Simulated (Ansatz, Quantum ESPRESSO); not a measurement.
# MgO (Periclase): Raman and infrared activity

Wanted: vibrational spectra of MgO (Periclase) from linear and non-linear response.

Program: Quantum ESPRESSO 8.0 development, patched. Level of theory: DFT LDA, scalar-relativistic, plane waves, PseudoDojo norm-conserving pseudopotentials. Results are calculated unless marked as measured.

**What experiment says.**

“Disentangling orbital and spin exchange interactions for Co2+ on a rocksalt lattice” (2018, arxiv:1807.05012) reports for MgO, rocksalt, by powder X-ray diffraction (polycrystalline end member, 300 K): lattice constant a (cubic cell parameter) 4.2118 ± 0.0001 Å [room-temperature value].

For MgO, rocksalt (bulk crystal), “Electronic structure of alkaline earth and post-transition metal oxides” (2009, arxiv:0908.1581) quotes earlier work: band gap (literature experimental gap) 7.83 eV [Literature value based on experiment; other listed experimental values range from 7.7 to …].

For MgO, rocksalt (wedged single crystal slab, 295 K), “Infrared Optical Properties of Ferropericlase (Mg1-xFexO): Experiment and Theory” (2007, arxiv:0704.2267) gives, by infrared reflectance, oscillator fit: ε∞ (high-frequency dielectric constant) 2.95 ± 0.1; infrared mode (TO phonon at Gamma (T1u)) 396.5 cm⁻¹.

This is a report of a sequence of runs, with most program output left out.

The database entry behind the starting cell differs from later determinations by our own check (about 0.1 % long), so it need not match the best structure at ambient conditions.

## Step 1: The structure

It takes space group Fm-3m (No. 225, cubic). The conventional cell has a = 4.217 Å, b = 4.217 Å, c = 4.217 Å, α = 90.00°, β = 90.00°, γ = 90.00°. Nearest to Mg lie 6 O at 2.11 Å. O has 6 Mg at 2.11 Å nearest. Farther neighbours and most contacts between anions are not listed.

## Step 2: A first look

A cheap run with smearing and empty bands tells whether the crystal has a gap, which decides between fixed occupations and smearing later on.

The input, probe.in:

```
&CONTROL
  calculation = 'scf'
  prefix      = 'x'
  outdir      = './tmp'
  pseudo_dir  = './pseudo'
  tprnfor     = .true.
  tstress     = .true.
  verbosity   = 'high'
/
&SYSTEM
  ibrav       = 2
  celldm(1)   = 7.96897507
  nat         = 2
  ntyp        = 2
  ecutwfc     = 84.0
  occupations = 'smearing'
  smearing    = 'gaussian'
  degauss     = 0.01
/
&ELECTRONS
  conv_thr         = 1.0d-07
  mixing_beta      = 0.7
  electron_maxstep = 100
/
ATOMIC_SPECIES
 Mg     24.3050  Mg.upf
 O      15.9990  O.upf
ATOMIC_POSITIONS crystal
 Mg     0.000000000   0.000000000   0.000000000
 O      0.500000000   0.500000000   0.500000000
K_POINTS automatic
 8 8 8 0 0 0
```

Started as:

```sh
$ OMP_NUM_THREADS=1 mpirun -n 4 pw.x -nk 4 -in probe.in > probe.out
```

It took 2.5 s on 4 MPI ranks of Arm Neoverse V2, shared host.

Numbers from this step:

```yaml
volume_per_atom: 9.374 Å³
pressure: -6.528 GPa
gap_on_the_k_mesh: 4.655 eV
```

A gap of 4.7 eV opens on this mesh, so the crystal is taken as an insulator; the start stands at -6.5 GPa.

## Step 3: Relaxation

The harmonic expansion starts where the forces on the atoms vanish, and stress shifts the frequencies, so cell and atoms are relaxed with tight thresholds.

The input, relax.in:

```
&CONTROL
  calculation   = 'vc-relax'
  prefix        = 'x'
  outdir        = './tmp'
  pseudo_dir    = './pseudo'
  tprnfor       = .true.
  tstress       = .true.
  forc_conv_thr = 2.0d-05
  etot_conv_thr = 1.0d-07
  nstep         = 40
/
&SYSTEM
  ibrav       = 2
  celldm(1)   = 7.96897507
  nat         = 2
  ntyp        = 2
  ecutwfc     = 84.0
  occupations = 'fixed'
  nbnd        = 10
/
&ELECTRONS
  conv_thr         = 1.0d-11
  mixing_beta      = 0.7
  electron_maxstep = 100
/
&IONS
/
&CELL
  press_conv_thr = 0.2
/
ATOMIC_SPECIES
 Mg     24.3050  Mg.upf
 O      15.9990  O.upf
ATOMIC_POSITIONS crystal
 Mg     0.000000000   0.000000000   0.000000000
 O      0.500000000   0.500000000   0.500000000
K_POINTS automatic
 10 10 10 0 0 0
```

Started as:

```sh
$ OMP_NUM_THREADS=1 mpirun -n 4 pw.x -nk 4 -in relax.in > relax.out
```

Wall time 16 s (4 MPI ranks); 64 s of CPU time.

The steps of the relaxation:

```tsv
step	energy less that of the first step (eV)	largest force (eV/Å)	pressure (GPa)	volume (Å³)
1	0.0000	0.0000	-6.49	18.75
2	-0.0151	0.0000	-1.26	18.13
3	-0.0157	0.0000	0.08	17.99
4	-0.0157	0.0000	0.00	18.00
5	-0.0157	0.0000	0.00	18.00
6	-0.0155	0.0000	-0.05	18.00
```

```tsv
conventional cell, symmetrised	before	after	change
a (Å)	4.217	4.160	-1.3 %
b (Å)	4.217	4.160	-1.3 %
c (Å)	4.217	4.160	-1.3 %
volume (Å³/atom)	9.37	9.00	-4.0 %
```

The relaxed structure:

```cif
data_structure
_symmetry_space_group_name_H-M 'P 1'
_symmetry_Int_Tables_number 1
_cell_length_a 2.9417
_cell_length_b 2.9417
_cell_length_c 2.9417
_cell_angle_alpha 60.000
_cell_angle_beta 60.000
_cell_angle_gamma 60.000
_cell_volume 18.00
loop_
_atom_site_label
_atom_site_type_symbol
_atom_site_fract_x
_atom_site_fract_y
_atom_site_fract_z
_atom_site_occupancy
Mg1 Mg 0.00000 0.00000 0.00000 1
O2 O 0.50000 0.50000 0.50000 1
```

The last row of the table of steps is pw.x's closing run on a basis chosen anew for the final cell, so its energy can jump.

Read from the output:

```yaml
volume_per_atom: 9.000 Å³
pressure: -0.04600 GPa
gap_on_the_k_mesh: 5.063 eV
```

The volume changes by -4.0 % from the cell with which this run began.

## Step 4: Self-consistent run for the response

The response is built on this ground state, so it is converged far tighter than an energy would need. With a gap, occupations are fixed, which also allows the response to an electric field.

The input, scf.in:

```
&CONTROL
  calculation = 'scf'
  prefix      = 'x'
  outdir      = './tmp'
  pseudo_dir  = './pseudo'
  tprnfor     = .true.
  tstress     = .true.
/
&SYSTEM
  ibrav       = 2
  celldm(1)   = 7.86160508
  nat         = 2
  ntyp        = 2
  ecutwfc     = 84.0
  occupations = 'fixed'
  nbnd        = 10
/
&ELECTRONS
  conv_thr         = 1.0d-12
  mixing_beta      = 0.7
  electron_maxstep = 100
/
ATOMIC_SPECIES
 Mg     24.3050  Mg.upf
 O      15.9990  O.upf
ATOMIC_POSITIONS crystal
 Mg     0.000000000   0.000000000   0.000000000
 O      0.500000000   0.500000000   0.500000000
K_POINTS automatic
 12 12 12 0 0 0
```

Started as:

```sh
$ OMP_NUM_THREADS=1 mpirun -n 4 pw.x -nk 4 -in scf.in > scf.out
```

The job ended after 6.1 s (4 MPI ranks; 24 s of CPU time).

The cell stands at -0.046 GPa, close enough for phonons.

## Step 5: Linear response at Γ

At q = 0 one unit cell holds all displacements; symmetry groups them into irreducible representations that are solved one by one. The response to a field gives ε∞ and the Born charges, which polar modes need. Third-order response adds the Raman tensors.

The input, ph.in:

```
phonons
&INPUTPH
  prefix = 'x'
  outdir = './tmp'
  fildyn = 'g.dyn'
  tr2_ph = 1.0d-18
  epsil  = .true.
  lraman = .true.
  elop   = .true.
/
0.000000000000 0.000000000000 0.000000000000
```

Started as:

```sh
$ OMP_NUM_THREADS=1 mpirun -n 4 ph.x -nk 4 -in ph.in > ph.out
```

Wall time 4.6 min (4 MPI ranks); 18 min of CPU time.

Numbers from this step:

```
miss of the charge sum rule                                       : 1.00e-5 e
largest acoustic frequency at the zone centre before the sum rule : 2.8 cm⁻¹
highest optical zone-centre mode (no LO-TO term)                  : 409.3 cm⁻¹
lowest optical zone-centre mode                                   : 409.3 cm⁻¹
mean high-frequency dielectric constant                           : 3.172
largest Born charge in size (third of the trace)                  : 1.972 e
```

Born charge (rows field, columns displacement), before the sum rule (e), principal values of the symmetric part by kind of site:

```tsv
atom	atoms with these values	low	middle	high	mean
Mg1	1	1.97	1.97	1.97	1.97
O2	1	-1.97	-1.97	-1.97	-1.97
```

In full for O2:

```
-1.97  0.00  0.00
 0.00 -1.97  0.00
 0.00  0.00 -1.97
```

High-frequency dielectric tensor:

```
3.17 0.00 0.00
0.00 3.17 0.00
0.00 0.00 3.17
```

The acoustic modes at Γ come out as far as 2.8 cm⁻¹ from zero, where they should vanish, a small numerical error; the Born charges miss their sum rule by 1.0e-5 e, which is good.

## Step 6: Modes with the sum rule

A rigid shift of the crystal must cost nothing, but grids and finite bases break this; the acoustic sum rule is imposed before the matrix is diagonalised again. With Born charges the intensities follow, and the static dielectric tensor.

The input, dynmat.in:

```
&INPUT
  fildyn = 'g.dyn'
  asr    = 'simple'
  fileig = 'dynmat.eig'
  lperm  = .true.
/
```

Started as:

```sh
$ dynmat.x -in dynmat.in > dynmat.out
```

Elapsed: 0.47 s, on 1 thread.

This step gave:

- mean static dielectric constant: 9.749

Unit eigenvectors of the mass-weighted matrix after the sum rule; no LO-TO term. The modes at Γ (shares of kinetic energy by element, %):

```tsv
mode	frequency (cm⁻¹)	symmetry	Mg %	O %
1	0.0	acoustic	60	40
2	0.0	acoustic	60	40
3	0.0	acoustic	60	40
4	409.3	T1u	40	60
5	409.3	T1u	40	60
6	409.3	T1u	40	60
```

Displacements in mode 5 (409.3 cm⁻¹), the largest set to 1:
```
Mg1  0.00  0.00 -0.66
O2   0.00  0.00  1.00
```

Degenerate modes summed, no LO-TO term. Infrared lines, with heights relative to the strongest:

```tsv
position (cm⁻¹)	lines merged	label	IR intensity, relative
409	3	T1u	100
```

Static dielectric tensor (ions relaxed, fixed cell):

```
9.75 0.00 0.00
0.00 9.75 0.00
0.00 0.00 9.75
```

The rule moves no optical mode by more than 0.1 cm⁻¹.

## Step 7: Sum rules set otherwise: a sum rule for molecules or wires on a crystal

This rule also removes rotations, which suits wires and not a crystal; it is tried to see the harm.

The input, dynmat.in:

```
&INPUT
  fildyn = 'g.dyn'
  asr    = 'one-dim'
  fileig = 'dynmat.eig'
  lperm  = .true.
/
```

Started as:

```sh
$ dynmat.x -in dynmat.in > dynmat.out
```

Run time: 0.46 s. Hardware: 1 thread.

The program raised no error, yet the settings are not those of a careful run.

The fault: a sum rule for molecules or wires on a crystal; here no optical mode moves by more than 0.1 cm⁻¹.

Zone-centre frequencies as printed; negative means imaginary. Modes:

```tsv
mode	frequency (cm⁻¹)
1	0
2	0
3	0
4	409.3
5	409.3
6	409.3
```

## Step 8: Sum rules set otherwise (asr crystal)

The rule can be imposed in more than one way; the choices should agree where the raw error is small.

The input, dynmat.in:

```
&INPUT
  fildyn = 'g.dyn'
  asr    = 'crystal'
  fileig = 'dynmat.eig'
  lperm  = .true.
/
```

Started as:

```sh
$ dynmat.x -in dynmat.in > dynmat.out
```

The job ended after 0.46 s (1 thread).

This step gave:

```
mean static dielectric constant : 9.748
```

Zone-centre frequencies as printed; negative means imaginary. Modes:

```tsv
mode	frequency (cm⁻¹)
1	0
2	0
3	0
4	409.3
5	409.3
6	409.3
```

Against the first rule no mode moves by more than 0.1 cm⁻¹.

## Step 9: Modes along a direction of q (1 0 0)

A longitudinal polar mode sets up a macroscopic field that stiffens it; the term hangs on the direction from which q goes to zero.

The input, dynmat.in:

```
&INPUT
  fildyn = 'g.dyn'
  asr    = 'simple'
  fileig = 'dynmat.eig'
  q(1)   = 1.0
  q(2)   = 0.0
  q(3)   = 0.0
/
```

Started as:

```sh
$ dynmat.x -in dynmat.in > dynmat.out
```

The job ended after 0.46 s (1 thread).

Numbers from this step:

```
highest mode moved by the LO-TO term : 717.5 cm⁻¹
```

Zone-centre frequencies as printed; negative means imaginary. Modes:

```tsv
mode	frequency (cm⁻¹)
1	0
2	0
3	0
4	409.3
5	409.3
6	717.5
```

The field moves one mode, from 409 to 718 cm⁻¹; the others stay.

## Step 10: The same in Ansatz

A second program on the same cell, potentials, cutoff and meshes tests the implementation of the phonon response, not its convergence. Its field response is summed in its own way. Its k mesh is centred on Γ.

This step: DFT LDA, scalar-relativistic, plane waves, PseudoDojo norm-conserving pseudopotentials (Ansatz 0.2.0).

The input, input.yaml:

```yaml
crystal:
  lattice:
    - [-2.0800911259, 0.0, 2.0800911259]
    - [0.0, 2.0800911259, 2.0800911259]
    - [-2.0800911259, 2.0800911259, 0.0]
  atoms:
    - { symbol: Mg, position: [0.0, 0.0, 0.0] }
    - { symbol: O, position: [0.5, 0.5, 0.5] }
kpoints:
  mp_grid: { grid: [12, 12, 12] }
hamiltonian:
  xc: lda
  pseudopotentials: { kind: nc, accuracy: standard }
scf:
  occupations: { method: fixed }
output:
  eigenvalues: true
basis:
  ecutwfc: 1142.878
phonons:
  method: dfpt
  dielectric: true
  rigid_motions: translations
  raman: true
```

Started as:

```sh
$ ansatz run input.yaml --threads 4 --pin off --max-ram 8192MiB --backend cpu --events-out ev --progress --plain --runs-dir out
```

Wall time 77 s (4 threads); peak memory 1.1 GiB; 5.1 min of CPU time.

This step gave:

* sum-rule residual before enforcement: 2.83e-4 eV/Å²
* miss of the charge sum rule: 7.18e-5 e
* highest optical zone-centre mode (no LO-TO term): 409.2 cm⁻¹
* lowest optical zone-centre mode: 409.2 cm⁻¹
* mean static dielectric constant: 9.751
* highest mode moved by the LO-TO term: 717.4 cm⁻¹

Transverse modes. Lines of the infrared spectrum (strongest = 100):

```tsv
position (cm⁻¹)	label	IR intensity ((D/Å)²/amu), degenerate modes summed, relative
409	T1u	100
```

## Step 11: Side by side: QE PseudoDojo and Ansatz, PseudoDojo

Worked out from the results:

* root-mean-square difference: 0.06 cm⁻¹
* largest difference: 0.06 cm⁻¹

Frequencies side by side, by row:

```tsv
q (reciprocal lattice)	mode	QE PseudoDojo (cm⁻¹)	Ansatz, PseudoDojo (cm⁻¹)
0 0 0	1	0	0
0 0 0	2	0	0
0 0 0	3	0	0
0 0 0	4	409.3	409.2
0 0 0	5	409.3	409.2
0 0 0	6	409.3	409.2
```

The two runs side by side. Further quantities:

```tsv
quantity	QE PseudoDojo	Ansatz, PseudoDojo
mean ε∞	3.172	3.172
largest Born charge in size (e; the first before, the second after the charge sum rule)	1.972	1.972
summed IR intensity ((D/Å)²/amu)	27.89	27.89
```

At the zone centre the largest difference (acoustic modes at Γ apart) is 0.01 % of the highest mode.

## Step 12: Outcome

- space group after relaxation: Fm-3m
- volume per atom: 9.00 Å³
- gap on the k-mesh: 5.06 eV
- highest optical zone-centre mode (no LO-TO term): 409.3 cm⁻¹
- highest mode moved by the LO-TO term: 717.5 cm⁻¹
- mean high-frequency dielectric constant: 3.17
- largest Born charge in size (third of the trace): 1.97 e
- mean static dielectric constant: 9.75
- imaginary optical modes at the zone centre (no q mesh in this session): none
- largest difference from Ansatz, PseudoDojo: 0.06 cm⁻¹

In words: No mode is Raman active in this structure; the strongest infrared line lies at 409 cm⁻¹. At the LDA level the optical modes of MgO (Periclase) at the zone centre (no LO-TO term) lie at 409 cm⁻¹. Along the directions run, the highest mode that the macroscopic field moves lies at 717 cm⁻¹. Lattice motion raises the mean dielectric constant from 3.172 to 9.749. The Born charge of Mg is 1.972 e against a formal charge of +2, close to the ionic value. The Lyddane-Sachs-Teller relation holds: (ωLO/ωTO)² is 3.07 and ε₀/ε∞ is 3.07. QE PseudoDojo and Ansatz, PseudoDojo agree to 0.06 cm⁻¹ (0.01 % of the highest mode compared) on all solved modes but the acoustic ones at Γ, without the LO-TO term. These are harmonic frequencies at zero temperature: anharmonic shifts and linewidths and thermal expansion are left out. The build is a development version in which the Raman tensors of release 7.5 are mended; dynmat.x leaves out the electro-optic term of LO lines.

Comparison with the measured values:

| quantity | measured | LDA PseudoDojo norm-conserving, Quantum ESPRESSO | LDA PseudoDojo norm-conserving |
| --- | --- | --- | --- |
| lattice constant a (Å) | 4.2118 | 4.160 (-1.2 %) | - |
| band gap (least gap) (eV) | 7.83 | - | 5.06 (-2.77 eV) |
| ε∞ (mean of the tensor) | 2.95 | 3.17 (+7.5 %) | 3.17 (+7.5 %) |
| infrared mode, TO phonon at Gamma (T1u) (cm⁻¹) | 396.5 | 409 (+3.2 %) | 409 (+3.2 %) |

Measured values from arxiv:1807.05012 (2018), arxiv:0908.1581 (2009) and arxiv:0704.2267 (2007).

Verdict: The lattice constant a is off by -1.2 %: fair agreement. The band gap is off by -2.77 eV: a clear miss. Local and semilocal functionals usually give gaps below the measured ones. Zero-point and thermal motion shift the measured gap. The ε∞ is off by +7.5 % at LDA PseudoDojo norm-conserving, Quantum ESPRESSO: fair agreement. The infrared mode is off by +3.2 % at LDA PseudoDojo norm-conserving, Quantum ESPRESSO: fair agreement. The grades are ours: good and fair within 0.7 and 1.5 % for the lattice constant a, 7 and 18 % for the ε∞ and 3 and 7 % for the infrared mode. Zero-point motion and thermal expansion (measured at up to 300 K) are not in the computed lattice constants and infrared mode.

[Host names and launcher messages were left out of these logs when they were recorded.]

[Logs are printed without paths, hosts, clocks, repeated set-up lines and the standing remarks that a program may print on its own settings, such as how far it seeks lower states.]

[Hosts, paths, dates, database ids (printed as entryN), source tags and the programs' standing remarks are cut or masked in the printed files.]
